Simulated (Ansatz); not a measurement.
# What PtC (model cell, started as CsCl type) distorts into, part 2 of 3

Which phase does PtC (model cell, started as CsCl type) fall into along its unstable mode, and how much energy does it gain?

Ansatz 0.2.0; DFT PBEsol, scalar-relativistic, plane waves, PAW.

So far, highest frequency on the path or at a solved wavevector (cm⁻¹): step 2 (the dispersion) 344. Also lowest frequency on the path (cm⁻¹): step 2 -283.

The structure was built from a prototype and need not be the compound's stable phase.

### Step 5. Energy along the mode, all amplitudes (two of the runs are shown above)

An imaginary frequency means negative curvature, so the energy should fall and then rise again as anharmonic terms take over.

This step gave:

| Quantity | Value |
| --- | --- |
| depth at the lowest point sampled | 73.73 meV/atom |
| largest atomic shift at that point | 0.6 Å |

Energy from the parent against largest atomic shift:

```
largest atomic shift (Å)  energy from the parent (meV/atom)
                   0.000                                  0
                   0.040                              -1.39
                   0.080                              -5.41
                   0.140                              -15.3
                   0.220                              -32.1
                   0.320                              -52.4
                   0.450                              -67.6
                   0.600                              -73.7
```

Displacement at unit largest shift by atom:

```csv
atom,x (Å),y (Å),z (Å),size
Pt1,0.00,-0.06,0.00,0.06
C2,0.00,1.00,0.00,1.00
```

The lowest of the steps tried is the last one, at 0.6 Å, 73.7 meV/atom below the parent; the bottom of the well need not coincide with a step.

### Step 6. Relaxing from the distorted cell

Starting from the lowest point found, all atoms and the cell are let go, so that strain and other modes of the same symmetry can join in.

File input.yaml:

```yaml
crystal:
  lattice:
    - [2.7712460625, 0.0, 0.0]
    - [0.0, 2.7712460625, 0.0]
    - [0.0, 0.0, 2.7712460625]
  atoms:
    - { symbol: Pt, position: [0.0, -0.0133301083, 0.0] }
    - { symbol: C, position: [0.5, 0.7165091033, 0.5] }
kpoints:
  mp_grid: { grid: [16, 16, 16] }
hamiltonian:
  xc: pbesol
scf:
  occupations: { method: methfessel_paxton, width: 0.15 }
output:
  forces: true
  stress: true
  eigenvalues: true
  write_density: true
  write_potential: true
  elf: true
  volumetric_format: npy
relax:
  adjacent_minimum: "off"
  f_tol: 0.002
  max_steps: 120
  cell: { stress_tol: 0.03 }
```

Run with:

```sh
> ansatz run input.yaml --threads 4 --pin off --max-ram 7168MiB --backend cpu --events-out ev --progress --plain --runs-dir out
```

Numbers of over 12 decimals in the logs are rounded to 6 here.

What it wrote:

```text
[...]
Crystal: 2 atoms, lattice volume = 21.283 Å³
Basis set: ecut = 420 eV, 437 PW (Γ), exchange–correlation on 40×40×40 points (8 copies of the dense FFT grid, shifted against one another)
Bands: 15, of which v1, the nominal top of the filled ones, is band 11 counted from 1 (10 counted from 0)
Symmetry: 8 space group operations
[...]
k-points: 405 of 4096 (time reversal used)
[...]
SCF iter   1: F=—  HF=-12626.811063 eV  |F-HF|=—  |Δ(HF+E_count)|=         —  Δρ=1.53e-2  dr2=3.97e-2  ethr=1.77e-3  ⟨swp⟩=5.0  Hψ=28048  notcnv=0
[...]
SCF iter   6: F=-12626.803856 eV  HF=-12626.803856 eV  |F-HF|=1.23e-9  |Δ(HF+E_count)|=   7.39e-8  S|Δr|=    0.00e0  Δρ=1.32e-5  dr2=1.21e-8  ethr=4.55e-10  ⟨swp⟩=9.1  Hψ=40873  notcnv=0
SCF 1 converged in 6 iterations: F = -12626.803856 eV  dr2 = 1.21e-8
[...]
relax step   1: F+E_penalty+E_count = -12626.80385593 eV  Δ(F+E_penalty+E_count) = +0.000e0 eV  max|allowed force component| = 1.297e-1 eV/Å  Δτ_max = 0.0000 Å  P = +25.591 GPa  Ω = 21.283 Å³  (6 SCF iters, dr2 threshold 1.00e-7 eV, accepted)
Crystal: 2 atoms, lattice volume = 23.932 Å³
Basis set: ecut = 420 eV, 461 PW (Γ), exchange–correlation on 40×40×40 points (8 copies of the dense FFT grid, shifted against one another)
[...]
SCF iter   6: F=-12627.036872 eV  HF=-12627.036872 eV  |F-HF|=2.43e-8  |Δ(HF+E_count)|=   3.78e-7  S|Δr|=    0.00e0  Δρ=2.21e-5  dr2=6.68e-8  ethr=9.09e-10  ⟨swp⟩=9.0  Hψ=41642  notcnv=0
SCF 2 converged in 6 iterations: F = -12627.036872 eV  dr2 = 6.68e-8
relax step   2: F+E_penalty+E_count = -12627.03687183 eV  Δ(F+E_penalty+E_count) = -2.330e-1 eV  max|allowed force component| = 1.081e0 eV/Å  Δτ_max = 0.0551 Å  P = -2.176 GPa  Ω = 23.932 Å³  energy of the carried Pulay correction = -4.484e-3 eV  (6 SCF iters, dr2 threshold 2.00e-7 eV, accepted)
Crystal: 2 atoms, lattice volume = 25.881 Å³
Basis set: ecut = 420 eV, 477 PW (Γ), exchange–correlation on 40×40×40 points (8 copies of the dense FFT grid, shifted against one another)
[...]
SCF iter   6: F=-12627.329757 eV  HF=-12627.329757 eV  |F-HF|=1.63e-8  |Δ(HF+E_count)|=   1.41e-7  S|Δr|=    0.00e0  Δρ=1.06e-5  dr2=2.61e-8  ethr=9.09e-10  ⟨swp⟩=8.6  Hψ=39665  notcnv=0
SCF 3 converged in 6 iterations: F = -12627.329757 eV  dr2 = 2.61e-8
relax step   3: F+E_penalty+E_count = -12627.32975715 eV  Δ(F+E_penalty+E_count) = -2.929e-1 eV  max|allowed force component| = 1.809e0 eV/Å  Δτ_max = 0.1232 Å  P = -15.939 GPa  Ω = 25.881 Å³  energy of the carried Pulay correction = -7.463e-3 eV  (6 SCF iters, dr2 threshold 2.00e-7 eV, accepted)
[... from here on, the SCF cycles and remarks between the steps are left out ...]
relax step   4: F+E_penalty+E_count = -12627.46579653 eV  Δ(F+E_penalty+E_count) = -1.360e-1 eV  max|allowed force component| = 4.101e-2 eV/Å  Δτ_max = 0.1930 Å  P = -29.101 GPa  Ω = 27.256 Å³  energy of the carried Pulay correction = -9.422e-3 eV  (6 SCF iters, dr2 threshold 2.00e-7 eV, accepted)
relax step   5: F+E_penalty+E_count = -12627.86433024 eV  Δ(F+E_penalty+E_count) = -3.985e-1 eV  max|allowed force component| = 4.534e-2 eV/Å  Δτ_max = 0.0003 Å  P = -4.486 GPa  Ω = 24.018 Å³  energy of the carried Pulay correction = -4.621e-3 eV  (6 SCF iters, dr2 threshold 2.00e-7 eV, accepted)
relax step   6: F+E_penalty+E_count = -12627.88018553 eV  Δ(F+E_penalty+E_count) = -1.586e-2 eV  max|allowed force component| = 2.462e-3 eV/Å  Δτ_max = 0.0031 Å  P = +0.151 GPa  Ω = 23.802 Å³  energy of the carried Pulay correction = -4.276e-3 eV  (5 SCF iters, dr2 threshold 2.00e-7 eV, accepted)
relax step   7: F+E_penalty+E_count = -12627.80751361 eV  Δ(F+E_penalty+E_count) = +7.267e-2 eV  max|allowed force component| = 7.892e-1 eV/Å  Δτ_max = 0.0558 Å  P = -5.584 GPa  Ω = 24.998 Å³  energy of the carried Pulay correction = -6.144e-3 eV  (6 SCF iters, dr2 threshold 2.00e-7 eV, rejected (line search))
relax step   8: F+E_penalty+E_count = -12627.88119246 eV  Δ(F+E_penalty+E_count) = -1.007e-3 eV  max|allowed force component| = 1.578e-4 eV/Å  Δτ_max = 0.0002 Å  P = +0.027 GPa  Ω = 23.926 Å³  energy of the carried Pulay correction = -4.475e-3 eV  (8 SCF iters, accepted)
relax step   9: F+E_penalty+E_count = -12627.88118413 eV  Δ(F+E_penalty+E_count) = +8.334e-6 eV  max|allowed force component| = 2.669e-6 eV/Å  Δτ_max = 0.0000 Å  P = +0.000 GPa  Ω = 23.932 Å³  energy of the carried Pulay correction = -4.484e-3 eV  (3 SCF iters, dr2 threshold 1.04e-8 eV, accepted)
relax step  10: F+E_penalty+E_count = -12627.89048756 eV  Δ(F+E_penalty+E_count) = -9.303e-3 eV  max|allowed force component| = 7.430e-6 eV/Å  Δτ_max = 0.0000 Å  P = +0.459 GPa  Ω = 23.932 Å³  stress off target by 6.11e-1 GPa  SCF on the basis re-selected at this cell (its energy is not comparable with the rows above)  (6 SCF iters)
relax step  11: F+E_penalty+E_count = -12627.89048334 eV  Δ(F+E_penalty+E_count) = +4.218e-6 eV  max|allowed force component| = 5.355e-5 eV/Å  Δτ_max = 0.0000 Å  P = +0.002 GPa  Ω = 23.970 Å³  energy of the carried Pulay correction = -6.546e-5 eV  (4 SCF iters, dr2 threshold 2.00e-7 eV, accepted)
[...]
SCF iter   4: F=-12627.890555 eV  HF=-12627.890555 eV  |F-HF|=1.82e-12  |Δ(HF+E_count)|=   1.33e-9  S|Δr|=    0.00e0  Δρ=1.53e-7  dr2=6.07e-12  ethr=1.00e-12  ⟨swp⟩=4.0  Hψ=28036  notcnv=0
SCF 12 converged in 4 iterations: F = -12627.890555 eV  dr2 = 6.07e-12
relax step  12: F+E_penalty+E_count = -12627.89055472 eV  Δ(F+E_penalty+E_count) = -7.138e-5 eV  max|allowed force component| = 5.305e-5 eV/Å  Δτ_max = 0.0000 Å  P = +0.002 GPa  Ω = 23.970 Å³  stress off target by 2.85e-3 GPa  SCF on the basis re-selected at this cell (its energy is not comparable with the rows above)  (4 SCF iters)
[...]
SCF converged after 4 iterations
[...]
Free energy (F): -12627.890555 eV
[...]
Internal energy: -12627.890326 eV  (E = F + TS)
E sigma→0 (E₀):  -12627.890498 eV
Entropy (-TS):   -0.000228 eV (-0.114 meV/atom)
Fermi energy:    17.483871 eV
[...]
--- Forces (eV/Å), atoms counted from 1 ---
  atom   1  Pt     0.00000000     0.00005300     0.00000000
  atom   2  C     -0.00000000    -0.00005309     0.00000000
  max |Σ_I F_I| component: 9.40e-8 eV/Å
--- Stress (GPa, compression-positive) ---
        0.001165       0.000000       0.000000
        0.000000       0.002850       0.000000
        0.000000       0.000000       0.001165
  P = ⅓ Tr σ = 0.0017 GPa (0.017 kbar)
--- Band table (eV; the first three rows and the last of 405) ---
  k-point 0: bands = [... 7 lower, 14.2845, 15.7323, 15.7323, 16.4779, 16.4779, 18.3766, 23.6139, 31.3981]
  k-point 1: bands = [... 7 lower, 13.8292, 15.5889, 15.7379, 16.3106, 17.0415, 18.5463, 23.8579, 31.0872]
  k-point 2: bands = [... 7 lower, 13.0202, 15.2483, 15.7539, 15.9277, 18.1709, 18.9643, 24.4832, 30.2344]
  k-point 404: bands = [... 7 lower, 14.5016, 14.5016, 14.9804, 16.4073, 16.7400, 20.6368, 23.9332, 25.6277]
--- Relaxed structure (10 steps of the walk, 9 accepted, 2 SCFs on fresh bases) ---
  F+E_penalty+E_count = -12627.89055472 eV   max|allowed force component| = 5.305e-5 eV/Å   (the final SCF, on the basis selected at the relaxed cell)
  cell:  # Å, volume = 23.9698 Å³
    - [2.949467, 0, 0.0]
    - [0, 2.755352, 0.0]
    - [0.0, 0.0, 2.949467]
  atoms:
    - { symbol: Pt, position: [0, -0.148412, 0.0] }
    - { symbol: C, position: [0.5, 0.851591, 0.5] }
```

Run time: 35 s. Hardware: 4 threads of Arm Neoverse V2, shared host; peak memory 0.48 GiB; 2.3 min of CPU time.

Step by step:

| step | energy less that of the first step (eV) | largest force component (eV/Å) | pressure (GPa) | volume (Å³) |
| --- | --- | --- | --- | --- |
| 1 | 0.0000 | 0.1297 | 25.59 | 21.28 |
| 2 | -0.2330 | 1.0810 | -2.18 | 23.93 |
| 3 | -0.5259 | 1.8085 | -15.94 | 25.88 |
| 4 | -0.6619 | 0.0410 | -29.10 | 27.26 |
| 5 | -1.0605 | 0.0453 | -4.49 | 24.02 |
| 6 | -1.0763 | 0.0025 | 0.15 | 23.80 |
| 7 | -1.0037 | 0.7892 | -5.58 | 25.00 |
| 8 | -1.0773 | 0.0002 | 0.03 | 23.93 |
| 9 | -1.0773 | 0.0000 | 0.00 | 23.93 |
| 10* | -1.0866 | 0.0000 | 0.46 | 23.93 |
| 11 | -1.0866 | 0.0001 | 0.00 | 23.97 |
| 12* | -1.0867 | 0.0001 | 0.00 | 23.97 |

Relaxation steps marked * repeat the geometry before them on a plane-wave basis chosen anew for their cell, so energy and pressure can jump there. Relaxation step 7 was tried and not accepted.

Forces are held to the 8 operations that the run works with; a distortion that breaks them can't arise in this run.

```csv
cell as run,before,after,change
a (Å),2.771,2.949,+6.4 %
b (Å),2.771,2.755,-0.6 %
c (Å),2.771,2.949,+6.4 %
volume (Å³/atom),10.64,11.98,+12.6 %
```

The atoms that moved most (Å, as changes of fractional coordinates times the final cell):

```csv
atom,dx,dy,dz,length
Pt1,0.000,-0.372,0.000,0.372
C2,0.000,0.372,0.000,0.372
```

Final coordinates:

```xyz
2
Lattice="2.9495 0.0000 0.0000 0.0000 2.7554 0.0000 0.0000 0.0000 2.9495" Properties=species:S:1:pos:R:3 pbc="T T T"
Pt    0.0000   -0.4089    0.0000
C     1.4747    2.3464    1.4747
```

Numbers from this step:

```
pressure        : 0.001727 GPa
volume per atom : 11.98 Å³
```

Electrostatic potential energy in the ac plane at fractional y = 0.852, with atoms of Pt and C within 0.2 Å of it. With pseudopotentials it is smooth inside the atoms' cores, unlike the true potential.

Ten even steps from '0' (-71 eV) to '9' (17 eV):
```
001368999986310
112479999997421
334689999998643
567899988999876
889998655689998
999996422469999
999985200258999
999985200258999
999996422469999
889998655689998
567899988999876
334689999998643
112479999997421
001368999986310
001358999985310
```
Columns run along a (2.9 Å; values clipped at the 3rd and 97th percentile), rows up along c (2.9 Å). Atoms in or near the plane, at fractional coordinates: Pt at (0.00, 0.00), C at (0.50, 0.50).

Valence density in the ac plane at fractional y = 0.852, with atoms of Pt and C within 0.2 Å of it. It is the smooth field of the valence electrons, not physical close to the nuclei.

Ten even steps from '0' (0 e/Å³) to '9' (12 e/Å³):
```
986310000001368
764200000000246
432100000000123
110000000000001
000000000000000
000000111100000
000000111100000
000000111100000
000000111100000
000000000000000
110000000000001
432100000000123
764200000000246
986310000001368
997410000001479
```
Columns run along a (2.9 Å), rows up along c (2.9 Å). Atoms in or near the plane, at fractional coordinates: Pt at (0.00, 0.00), C at (0.50, 0.50).

ELF in the ac plane at fractional y = 0.852, with atoms of Pt and C within 0.2 Å of it. It is the smooth field of the valence electrons, not physical close to the nuclei.

Values, 15 rows by 15 columns:
```
0.68 0.68 0.66 0.60 0.46 0.30 0.22 0.20 0.20 0.22 0.30 0.46 0.60 0.66 0.68
0.70 0.66 0.56 0.43 0.32 0.26 0.29 0.33 0.33 0.29 0.26 0.32 0.43 0.56 0.66
0.67 0.60 0.43 0.29 0.26 0.37 0.53 0.61 0.61 0.53 0.37 0.26 0.29 0.43 0.60
0.54 0.46 0.32 0.26 0.40 0.65 0.77 0.78 0.78 0.77 0.65 0.40 0.26 0.32 0.46
0.34 0.30 0.26 0.37 0.65 0.82 0.82 0.76 0.76 0.82 0.82 0.65 0.37 0.26 0.30
0.20 0.22 0.29 0.53 0.77 0.82 0.68 0.42 0.42 0.68 0.82 0.77 0.53 0.29 0.22
0.15 0.20 0.33 0.61 0.78 0.76 0.42 0.09 0.09 0.42 0.76 0.78 0.61 0.33 0.20
0.15 0.20 0.33 0.61 0.78 0.76 0.42 0.09 0.09 0.42 0.76 0.78 0.61 0.33 0.20
0.20 0.22 0.29 0.53 0.77 0.82 0.68 0.42 0.42 0.68 0.82 0.77 0.53 0.29 0.22
0.34 0.30 0.26 0.37 0.65 0.82 0.82 0.76 0.76 0.82 0.82 0.65 0.37 0.26 0.30
0.54 0.46 0.32 0.26 0.40 0.65 0.77 0.78 0.78 0.77 0.65 0.40 0.26 0.32 0.46
0.67 0.60 0.43 0.29 0.26 0.37 0.53 0.61 0.61 0.53 0.37 0.26 0.29 0.43 0.60
0.70 0.66 0.56 0.43 0.32 0.26 0.29 0.33 0.33 0.29 0.26 0.32 0.43 0.56 0.66
0.68 0.68 0.66 0.60 0.46 0.30 0.22 0.20 0.20 0.22 0.30 0.46 0.60 0.66 0.68
0.66 0.68 0.70 0.67 0.54 0.34 0.20 0.15 0.15 0.20 0.34 0.54 0.67 0.70 0.68
```
Columns run along a (2.9 Å), rows up along c (2.9 Å). Atoms in or near the plane, at fractional coordinates: Pt at (0.00, 0.00), C at (0.50, 0.50).

The distorted start has space group P4mm; the relaxation ends in P4/mmm.

### Step 7. The new phase in its own primitive cell

The relaxed structure is symmetrised, reduced to its primitive cell and relaxed tightly, as its phonons need.

File input.yaml:

```yaml
crystal:
  lattice:
    - [2.9494674743, 0.0, 0.0]
    - [0.0, 2.9494674743, 0.0]
    - [0.0, 0.0, 2.7553516666]
  atoms:
    - { symbol: Pt, position: [0.0, 0.0, 0.0] }
    - { symbol: C, position: [0.5, 0.5, 0.0] }
kpoints:
  mp_grid: { grid: [12, 12, 14] }
hamiltonian:
  xc: pbesol
scf:
  occupations: { method: methfessel_paxton, width: 0.15 }
output:
  forces: true
  stress: true
  eigenvalues: true
relax:
  adjacent_minimum: "off"
  f_tol: 0.001
  max_steps: 60
  cell: { stress_tol: 0.01 }
```

What it wrote:

```text
[...]
Crystal: 2 atoms, lattice volume = 23.970 Å³
Basis set: ecut = 420 eV, 461 PW (Γ), exchange–correlation on 40×40×40 points (8 copies of the dense FFT grid, shifted against one another)
Bands: 15, of which v1, the nominal top of the filled ones, is band 11 counted from 1 (10 counted from 0)
Symmetry: 16 space group operations
[...]
k-points: 224 of 2016
[...]
k-point 223: bands = [... 7 lower, 14.4829, 14.4829, 14.9737, 16.3884, 16.7138, 20.6237, 23.9058, 25.5847]
--- Relaxed structure (4 steps of the walk, 4 accepted, 1 SCFs on fresh bases) ---
[...]
cell:  # Å, volume = 23.9922 Å³
    - [2.949043, 0.0, 0.0]
    - [0.0, 2.949043, 0.0]
    - [0.0, 0.0, 2.758724]
  atoms:
    - { symbol: Pt, position: [0, 0, 0.0] }
    - { symbol: C, position: [0.5, 0.5, 0.0] }
[key lines of the parts left out:]
SCF converged after 5 iterations
Free energy (F): -12627.890600 eV
Fermi energy:    17.475221 eV
P = ⅓ Tr σ = 0.0052 GPa (0.052 kbar)
```

Run time: 4.6 s. Hardware: 4 threads; peak memory 0.37 GiB; 16 s of CPU time.

(Continued in part 3 of 3.)

[Logs are printed without paths, hosts, clocks, repeated set-up lines and the standing remarks that a program may print on its own settings, such as how far it seeks lower states.]

[Hosts, paths, dates, database ids (printed as entryN), source tags and the programs' standing remarks are cut or masked in the printed files.]
